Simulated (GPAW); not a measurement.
# MnHg: a list in the functional

How far do the magnetic results of MnHg hang on the functional?

Main program and level: GPAW 26.7.0; several functionals; plane waves with GPAW's PAW setups, scalar-relativistic.

### Step 1. The starting structure

It takes space group Pm-3m (No. 221, cubic). The conventional cell has a = 3.315 Å, b = 3.315 Å, c = 3.315 Å, α = 90.00°, β = 90.00°, γ = 90.00°. Nearest to Mn lie 8 Hg at 2.87 Å. Hg has 8 Mn at 2.87 Å nearest. Farther neighbours are not listed.

### Step 2. Set 1 (LDA), start ferro +

Each set takes another functional on the same cell and mesh.

Contents of order1.py:

```python
import json
import numpy as np
from ase import Atoms
from ase.parallel import paropen, parprint
from gpaw import GPAW

atoms = Atoms(['Mn', 'Hg'],
    cell=[[3.315, 0.0, 0.0],
         [0.0, 3.315, 0.0],
         [0.0, 0.0, 3.315]],
    scaled_positions=[[0.5, 0.5, 0.5],
         [0.0, 0.0, 0.0]],
    pbc=True,
    magmoms=[3.5, 0.0])
atoms.calc = GPAW(mode={'name': 'pw', 'ecut': 550},
    xc='LDA',
    kpts={'size': (8, 8, 8), 'gamma': True},
    occupations={'name': 'fermi-dirac', 'width': 0.05},
    convergence={'density': 1e-05, 'energy': 1e-05},
    maxiter=200,
    txt='order1.txt')
e = atoms.get_potential_energy(force_consistent=True)
res = {'free_energy': e, 'energy_sigma0': atoms.get_potential_energy(), 'fermi_energy': atoms.calc.get_fermi_level()}
res['moments'] = atoms.get_magnetic_moments().tolist()
res['total'] = atoms.get_magnetic_moment()
parprint('site moments (muB):', np.round(res['moments'], 3))
parprint(f"total moment: {res['total']:.3f} muB")
parprint(f'free energy: {e:.6f} eV')
atoms.calc.write('order1.gpw')
with paropen('results.json', 'w') as f:
    json.dump(res, f)
```

Run with:

```sh
$ OMP_NUM_THREADS=1 python3 order1.py > order1.log
```

The program printed:

```text
site moments (muB): [ 3.56  -0.033]
total moment: 3.748 muB
free energy: -11.475410 eV

--- order1.txt ---
Input parameters:
  mode=PW(ecut=550),
  convergence={'density': 1e-05, 'energy': 1e-05},
  kpts=MonkhorstPack(size=(8, 8, 8), gamma=True),
  maxiter=200,
  occupations=Occupations(name='fermi-dirac', width=0.05),
  xc=XC(name='LDA')

Diagonalizing LCAO Hamiltonian
Converting LCAO to pw mode
   .-------.
  /|       |
 * |       |
 | |  Mn   |
 | .-------.
 |/       /
 Hg------*

Atoms  # Å, Bohr magnetons
|   | symbol |        x |        y |        z |    initial magnetic moments |
|---|--------|----------|----------|----------|-----------------------------|
| 0 |     Mn | 1.657500 | 1.657500 | 1.657500 | ( 0.0000,  0.0000,  3.5000) |
| 1 |     Hg | 0.000000 | 0.000000 | 0.000000 | ( 0.0000,  0.0000,  0.0000) |

Unit cell  # Å
| periodic |        x |        y |        z |  lengths |    angles |
|----------|----------|----------|----------|----------|-----------|
|      yes | 3.315000 | 0.000000 | 0.000000 | 3.315000 | 90.000000 |
|      yes | 0.000000 | 3.315000 | 0.000000 | 3.315000 | 90.000000 |
|      yes | 0.000000 | 0.000000 | 3.315000 | 3.315000 | 90.000000 |

Number of symmetries: 48

BZ-sampling:
  Number of BZ points: 512
  Number of IBZ points: 35

  Monkhorst-Pack size: [8, 8, 8]
  Monkhorst-Pack shift: [0.0625, 0.0625, 0.0625]

Plane wave coefficients: 1080
Cutoff: 550.0 eV

Spin-components: 2 (collinear spins)
Bands:           25
Projectors:      12
Spin-degeneracy: 1
Datatype:        complex128

Parallelization:
  kpt:    1
  domain: 1
  band:   1

Density:
  Valence electrons: 33.0
  Components: 2
  Grid points: [18 18 18]
  Charge: 0.0  # |e|

Potential:
  Grid points: [18 18 18]

[... setups left out ...]
Reference energy: -564320.433053  # eV

eigensolver:
  PPCG
  Converge bands: occupied
  niter=2

density mixing:
  MSR1-Mixer
  Pratt-step length: 0.05
  Maximum mixing coefficient: 0.75
  Old densities: 10
  SVD Regularization: 0.005
  Good broyden scale: 1.0
  Trust region scale: 1.0
  Backstep threshold: 4.0
  History deletion threshold: 6.0
  Fourier metric: weight=20.0, sigma=0.015

occupation numbers:
  Fermi-Dirac:
    width: 0.0500  # eV

poisson solver:
  ecut: 4400.0  # eV

xc functional:
  name: None

convergence criteria:
- Maximum integral of absolute [dens]ity change: 1e-05 electrons / valence electron
- Maximum [total energy] change in last 3 cyles: 1e-05 eV / valence electron
- Maximum integral of absolute [eigenst]ate change: 4e-08 eV^2 / valence electron
maximum number of iterations: 200

SCF iterations
|iter     |      energy | eigst |  dens |  magmom |
|---------|-------------|-------|-------|---------|
|iter:   1|       0s |  -12.528157 | +0.12 |       |  +3.5028|
|iter:   2|       2s |  -11.971838 | -2.00 | -1.21 |  +3.4916|
|iter:   3|       5s |  -11.442558 | -2.22 | -1.30 |  +3.4970|
|iter:   4|       8s |  -11.428271 | -3.35 | -1.58 |  +3.5310|
|iter:   5|      10s |  -11.450224 | -3.15 | -1.72 |  +3.5936|
|iter:   6|      13s |  -11.466164 | -3.16 | -1.97 |  +3.6875|
|iter:   7|      16s |  -11.466537 | -4.66 | -2.54 |  +3.7173|
|iter:   8|      18s |  -11.466469 | -4.99 | -2.84 |  +3.7420|
|iter:   9|      21s |  -11.466471c| -6.41 | -3.60 |  +3.7462|
|iter:  10|      24s |  -11.466472c| -7.30 | -4.20 |  +3.7475|
|iter:  11|      26s |  -11.466472c| -7.96c| -4.53 |  +3.7476|
|iter:  12|      27s |  -11.466473c| -8.05c| -5.15c|  +3.7476|

Converged in 12 steps
Energy contributions relative to reference atoms: (reference = -564320.433053)

Energy contributions:
  Kinetic:          16.301213
  Coulomb:         -10.285451
  Zero:             -1.991311
  External:          0.000000
  Xc:              -15.481987
  Entropy:          -0.017874
  Spinorbit:         0.000000
  ----------------------------
  Free energy:     -11.475410
  Extrapolated:    -11.466473

dipole moment: (-11.658290, -11.658290, -11.658290)  # |e|*Ang

Total magnetic moment: (0.000000, 0.000000, 3.747555)

Local magnetic moments
|        x |        y |         z |
|----------|----------|-----------|
| 0.000000 | 0.000000 |  3.559784 |  # Mn   0
| 0.000000 | 0.000000 | -0.032565 |  # Hg   1

Fermi level: 7.928
Eigenvalues  # (at kpt = [0.000, 0.000, 0.000])
| band index |      eig [eV] | occ [0-1] |      eig [eV] | occ [0-1] |
|------------|---------------|-----------|---------------|-----------|
|          0 |       -72.351 |     1.000 |       -68.541 |     1.000 |
|        ... |               |           |               |           |
|          8 |        -0.311 |     1.000 |        -0.267 |     1.000 |
|          9 |        -0.311 |     1.000 |        -0.267 |     1.000 |
|         10 |         0.829 |     1.000 |         0.889 |     1.000 |
|         11 |         0.829 |     1.000 |         0.889 |     1.000 |
|         12 |         0.829 |     1.000 |         0.889 |     1.000 |
|         13 |         5.345 |     1.000 |         8.160 |     0.009 |
|         14 |         5.345 |     1.000 |         8.160 |     0.009 |
|         15 |         6.210 |     1.000 |         9.404 |     0.000 |
|         16 |         6.210 |     1.000 |         9.404 |     0.000 |
|         17 |         6.210 |     1.000 |         9.404 |     0.000 |
|         18 |        12.797 |     0.000 |        13.227 |     0.000 |
|         19 |        12.797 |     0.000 |        13.227 |     0.000 |
|         20 |        12.797 |     0.000 |        13.227 |     0.000 |
|         21 |        16.725 |     0.000 |        17.548 |     0.000 |
|         22 |        19.345 |     0.000 |        20.360 |     0.000 |
|        ... |               |           |               |           |
|         24 |        28.579 |     0.000 |        29.289 |     0.000 |

No gap
No difference between direct/indirect transitions
```

Elapsed: 33 s, on 1 MPI rank of Arm Neoverse V2, shared host; peak memory 0.18 GiB.

This step gave:

| Item | Value |
| --- | --- |
| magnetization | 3.748 μB |
| final state | ferromagnetic |
| largest moment | 3.560 μB |

After 12 cycles the largest moment stands at 3.56 μB.

### Step 3. Set 1 (LDA), start antiferro q=(0,1/2,1/2) +-

The second start gives the energy difference between the two end states, the quantity that is followed from set to set. Its q is in fractions of the reciprocal vectors of the first run's cell.

Contents of order2.py:

```python
import json
import numpy as np
from ase import Atoms
from ase.parallel import paropen, parprint
from gpaw import GPAW

atoms = Atoms(['Mn', 'Mn', 'Hg', 'Hg'],
    cell=[[3.315, 0.0, 0.0],
         [0.0, 6.63, 0.0],
         [0.0, 3.315, 3.315]],
    scaled_positions=[[0.5, 0.0, 0.5],
         [0.5, 0.5, 0.5],
         [0.0, 0.0, 0.0],
         [0.0, 0.5, 0.0]],
    pbc=True,
    magmoms=[3.5, -3.5, 0.0, 0.0])
atoms.calc = GPAW(mode={'name': 'pw', 'ecut': 550},
    xc='LDA',
    kpts={'size': (8, 4, 8), 'gamma': True},
    occupations={'name': 'fermi-dirac', 'width': 0.05},
    convergence={'density': 1e-05, 'energy': 1e-05},
    maxiter=200,
    txt='order2.txt')
e = atoms.get_potential_energy(force_consistent=True)
res = {'free_energy': e, 'energy_sigma0': atoms.get_potential_energy(), 'fermi_energy': atoms.calc.get_fermi_level()}
res['moments'] = atoms.get_magnetic_moments().tolist()
res['total'] = atoms.get_magnetic_moment()
parprint('site moments (muB):', np.round(res['moments'], 3))
parprint(f"total moment: {res['total']:.3f} muB")
parprint(f'free energy: {e:.6f} eV')
atoms.calc.write('order2.gpw')
with paropen('results.json', 'w') as f:
    json.dump(res, f)
```

Run with:

```sh
$ OMP_NUM_THREADS=1 python3 order2.py > order2.log
```

The program printed:

```text
site moments (muB): [ 3.585 -3.585 -0.    -0.   ]
total moment: -0.000 muB
free energy: -22.805273 eV

--- order2.txt ---
Input parameters:
  mode=PW(ecut=550),
  convergence={'density': 1e-05, 'energy': 1e-05},
  kpts=MonkhorstPack(size=(8, 4, 8), gamma=True),
  maxiter=200,
  occupations=Occupations(name='fermi-dirac', width=0.05),
  xc=XC(name='LDA')

Diagonalizing LCAO Hamiltonian
Converting LCAO to pw mode

               Mn

            Mn
          Hg

       Hg

Atoms  # Å, Bohr magnetons
|   | symbol |        x |        y |        z |    initial magnetic moments |
|---|--------|----------|----------|----------|-----------------------------|
| 0 |     Mn | 1.657500 | 1.657500 | 1.657500 | ( 0.0000,  0.0000,  3.5000) |
| 1 |     Mn | 1.657500 | 4.972500 | 1.657500 | ( 0.0000,  0.0000, -3.5000) |
| 2 |     Hg | 0.000000 | 0.000000 | 0.000000 | ( 0.0000,  0.0000,  0.0000) |
| 3 |     Hg | 0.000000 | 3.315000 | 0.000000 | ( 0.0000,  0.0000,  0.0000) |

Number of symmetries: 4

BZ-sampling:
  Number of BZ points: 256
  Number of IBZ points: 90

  Monkhorst-Pack size: [8, 4, 8]
  Monkhorst-Pack shift: [0.0625, 0.125, 0.0625]

Plane wave coefficients: 2160
Cutoff: 550.0 eV

Spin-components: 2 (collinear spins)
Bands:           44
Projectors:      24
Spin-degeneracy: 1
Datatype:        complex128

Parallelization:
  kpt:    1
  domain: 1
  band:   1

Density:
  Valence electrons: 66.0
  Components: 2
  Grid points: [18 36 27]
  Charge: 0.0  # |e|

Potential:
  Grid points: [18 36 27]

[... setups left out ...]
Reference energy: -1128640.866107  # eV

convergence criteria:
[...]
|iter:  12|     302s |  -22.787879c| -7.99c| -5.40c|  -0.0000|

Converged in 12 steps
Energy contributions relative to reference atoms: (reference = -1128640.866107)

Energy contributions:
  Kinetic:          33.528709
  Coulomb:         -21.251500
  Zero:             -3.976711
  External:          0.000000
  Xc:              -31.070982
  Entropy:          -0.034789
  Spinorbit:         0.000000
  ----------------------------
  Free energy:     -22.805273
  Extrapolated:    -22.787879

dipole moment: (-23.344510, -61.444358, -23.344510)  # |e|*Ang

Total magnetic moment: (0.000000, 0.000000, -0.000003)

Local magnetic moments
|        x |        y |         z |
|----------|----------|-----------|
| 0.000000 | 0.000000 |  3.584606 |  # Mn   0
| 0.000000 | 0.000000 | -3.584608 |  # Mn   1
| 0.000000 | 0.000000 | -0.000000 |  # Hg   2
| 0.000000 | 0.000000 | -0.000000 |  # Hg   3

Fermi level: 7.893
Eigenvalues  # (at kpt = [0.000, 0.000, 0.000])
| band index |      eig [eV] | occ [0-1] |      eig [eV] | occ [0-1] |
|------------|---------------|-----------|---------------|-----------|
|          0 |       -72.369 |     1.000 |       -72.369 |     1.000 |
|        ... |               |           |               |           |
|         25 |         4.001 |     1.000 |         4.001 |     1.000 |
|         26 |         5.488 |     1.000 |         5.488 |     1.000 |
|         27 |         5.652 |     1.000 |         5.652 |     1.000 |
|         28 |         6.210 |     1.000 |         6.210 |     1.000 |
[...]
|         38 |        11.706 |     0.000 |        11.706 |     0.000 |
|         39 |        13.004 |     0.000 |        13.004 |     0.000 |
|         40 |        13.019 |     0.000 |        13.019 |     0.000 |
|        ... |               |           |               |           |
|         43 |        20.342 |     0.000 |        20.342 |     0.000 |

No gap
No difference between direct/indirect transitions
```

The job ended after 5.8 min (1 MPI rank; peak memory 0.49 GiB).

Spin moment in the augmentation sphere by atom:

| atom | spin moment in the augmentation sphere (μB) |
| --- | --- |
| Mn1 | 3.58 |
| Mn2 | -3.58 |
| Hg3 | 0.00 |
| Hg4 | 0.00 |

Numbers from this step:

```yaml
magnetization: 0 μB
final_state: antiferromagnetic
```

This start lies +72.8 meV a seeded atom from the first; its largest moment is 3.58 μB.

### Step 4. Set 2 (PBEsol), start ferro +

order1.py is the script of step 2 with these lines changed:

```diff
@@ -15,3 +15,3 @@
 atoms.calc = GPAW(mode={'name': 'pw', 'ecut': 550},
-    xc='LDA',
+    xc='PBEsol',
     kpts={'size': (8, 8, 8), 'gamma': True},
```

Run with:

```sh
$ OMP_NUM_THREADS=1 python3 order1.py > order1.log
```

The program printed:

```text
FileNotFoundError: Could not find required PAW dataset file "Mn.PBEsol".
You need to set the GPAW_SETUP_PATH environment variable to point to
the directories where PAW dataset and basis files are stored.  See

--- order1.txt ---
Input parameters:
  mode=PW(ecut=550),
  convergence={'density': 1e-05, 'energy': 1e-05},
  kpts=MonkhorstPack(size=(8, 8, 8), gamma=True),
  maxiter=200,
  occupations=Occupations(name='fermi-dirac', width=0.05),
  xc=XC(name='PBEsol')
```

Run time: 1.2 s. Hardware: 1 MPI rank; peak memory 0.1 GiB.

The input was rejected at the start.

The program's message: “FileNotFoundError: Could not find required PAW dataset file "Mn.PBEsol".”

### Step 5. Set 2 (PBEsol), start antiferro q=(0,1/2,1/2) +-

order2.py is the script of step 3 with these lines changed:

```diff
@@ -17,3 +17,3 @@
 atoms.calc = GPAW(mode={'name': 'pw', 'ecut': 550},
-    xc='LDA',
+    xc='PBEsol',
     kpts={'size': (8, 4, 8), 'gamma': True},
```

Run with:

```sh
$ OMP_NUM_THREADS=1 python3 order2.py > order2.log
```

The program printed:

```text
FileNotFoundError: Could not find required PAW dataset file "Mn.PBEsol".
You need to set the GPAW_SETUP_PATH environment variable to point to
the directories where PAW dataset and basis files are stored.  See

--- order2.txt ---
Input parameters:
  mode=PW(ecut=550),
  convergence={'density': 1e-05, 'energy': 1e-05},
  kpts=MonkhorstPack(size=(8, 4, 8), gamma=True),
  maxiter=200,
  occupations=Occupations(name='fermi-dirac', width=0.05),
  xc=XC(name='PBEsol')
```

It took 1.2 s on 1 MPI rank; peak memory 0.1 GiB.

The input was rejected at the start.

The program's message: “FileNotFoundError: Could not find required PAW dataset file "Mn.PBEsol".”

### Step 6. Set 3 (PBE), start ferro +

order1.py is the script of step 4 with these lines changed:

```diff
@@ -15,3 +15,3 @@
 atoms.calc = GPAW(mode={'name': 'pw', 'ecut': 550},
-    xc='PBEsol',
+    xc='PBE',
     kpts={'size': (8, 8, 8), 'gamma': True},
```

Run with:

```sh
$ OMP_NUM_THREADS=1 python3 order1.py > order1.log
```

The program printed:

```text
site moments (muB): [ 3.716 -0.033]
total moment: 3.887 muB
free energy: -9.903792 eV

--- order1.txt ---
Input parameters:
  mode=PW(ecut=550),
  convergence={'density': 1e-05, 'energy': 1e-05},
  kpts=MonkhorstPack(size=(8, 8, 8), gamma=True),
  maxiter=200,
  occupations=Occupations(name='fermi-dirac', width=0.05),
  xc=XC(name='PBE')

Diagonalizing LCAO Hamiltonian
Converting LCAO to pw mode
   .-------.
[...]
|         11 |         1.197 |     1.000 |         1.249 |     1.000 |
[...]
|         20 |        13.246 |     0.000 |        13.598 |     0.000 |
|         21 |        17.181 |     0.000 |        18.298 |     0.000 |
|         22 |        19.598 |     0.000 |        20.563 |     0.000 |
|        ... |               |           |               |           |
|         24 |        29.076 |     0.000 |        30.007 |     0.000 |

No gap
No difference between direct/indirect transitions


[key lines of the parts left out:]
Free energy:      -9.903792
Converged in 13 steps
dipole moment: (-11.600493, -11.600493, -11.600493)  # |e|*Ang
Fermi level: 8.407
```

It took 37 s on 1 MPI rank; peak memory 0.18 GiB.

Read from the output:

| Quantity | Value |
| --- | --- |
| magnetization | 3.887 μB |
| final state | ferromagnetic |
| largest moment | 3.716 μB |

The largest moment moves by +0.16 μB from set 1, at 1.1 times its CPU time.

### Step 7. Set 3 (PBE), start antiferro q=(0,1/2,1/2) +-

order2.py is the script of step 5 with these lines changed:

```diff
@@ -17,3 +17,3 @@
 atoms.calc = GPAW(mode={'name': 'pw', 'ecut': 550},
-    xc='PBEsol',
+    xc='PBE',
     kpts={'size': (8, 4, 8), 'gamma': True},
```

Run with:

```sh
$ OMP_NUM_THREADS=1 python3 order2.py > order2.log
```

The program printed:

```text
site moments (muB): [ 3.696 -3.696  0.    -0.   ]
total moment: -0.000 muB
free energy: -19.663396 eV

--- order2.txt ---
Input parameters:
  mode=PW(ecut=550),
  convergence={'density': 1e-05, 'energy': 1e-05},
  kpts=MonkhorstPack(size=(8, 4, 8), gamma=True),
  maxiter=200,
  occupations=Occupations(name='fermi-dirac', width=0.05),
  xc=XC(name='PBE')

Diagonalizing LCAO Hamiltonian
Converting LCAO to pw mode

[...]
|         28 |         6.454 |     1.000 |         6.454 |     1.000 |
[...]
|         38 |        12.166 |     0.000 |        12.166 |     0.000 |
|         39 |        13.415 |     0.000 |        13.415 |     0.000 |
|         40 |        13.431 |     0.000 |        13.431 |     0.000 |
|        ... |               |           |               |           |
|         43 |        20.824 |     0.000 |        20.824 |     0.000 |

No gap
No difference between direct/indirect transitions


[key lines of the parts left out:]
Free energy:     -19.663396
Converged in 12 steps
dipole moment: (-23.224730, -61.101033, -23.224730)  # |e|*Ang
Fermi level: 8.349
```

Elapsed: 6 min, on 1 MPI rank; peak memory 0.5 GiB.

Numbers from this step:

* magnetization: 0 μB
* final state: antiferromagnetic
* largest moment: 3.696 μB

This start lies +72.1 meV a seeded atom from the first, a change of -0.7 meV since set 1; its largest moment is 3.70 μB.

### Step 8. Set 4 (RPBE), start ferro +

order1.py is the script of step 6 with these lines changed:

```diff
@@ -15,3 +15,3 @@
 atoms.calc = GPAW(mode={'name': 'pw', 'ecut': 550},
-    xc='PBE',
+    xc='RPBE',
     kpts={'size': (8, 8, 8), 'gamma': True},
```

Run with:

```sh
$ OMP_NUM_THREADS=1 python3 order1.py > order1.log
```

The program printed:

```text
site moments (muB): [ 3.756 -0.037]
total moment: 3.918 muB
free energy: -9.091837 eV

--- order1.txt ---
Input parameters:
  mode=PW(ecut=550),
  convergence={'density': 1e-05, 'energy': 1e-05},
  kpts=MonkhorstPack(size=(8, 8, 8), gamma=True),
  maxiter=200,
  occupations=Occupations(name='fermi-dirac', width=0.05),
  xc=XC(name='RPBE')

Diagonalizing LCAO Hamiltonian
Converting LCAO to pw mode
   .-------.
[...]
|         11 |         1.296 |     1.000 |         1.347 |     1.000 |
[...]
|         20 |        13.390 |     0.000 |        13.742 |     0.000 |
|         21 |        17.352 |     0.000 |        18.554 |     0.000 |
|         22 |        19.668 |     0.000 |        20.631 |     0.000 |
|        ... |               |           |               |           |
|         24 |        29.252 |     0.000 |        30.246 |     0.000 |

No gap
No difference between direct/indirect transitions


[key lines of the parts left out:]
Free energy:      -9.091837
Converged in 13 steps
dipole moment: (-11.575512, -11.575512, -11.575512)  # |e|*Ang
Fermi level: 8.570
```

The job ended after 38 s (1 MPI rank; peak memory 0.18 GiB).

This step gave:

```yaml
magnetization: 3.918 μB
final_state: ferromagnetic
largest_moment: 3.756 μB
```

The largest moment moves by +0.04 μB from set 3, at 1.0 times its CPU time.

(Continued in part 2 of 2.)

[Logs and program files are shortened in this print: banners, set-up blocks, solver, clock and traceback lines can be left out without a mark of their own.]

[Logs are printed without paths, hosts, clocks, repeated set-up lines and the standing remarks that a program may print on its own settings, such as how far it seeks lower states.]

[Hosts, paths, dates, database ids (printed as entryN), source tags and the programs' standing remarks are cut or masked in the printed files.]

[Where a cell is said to come from a database of computed structures, the database is the Materials Project.]
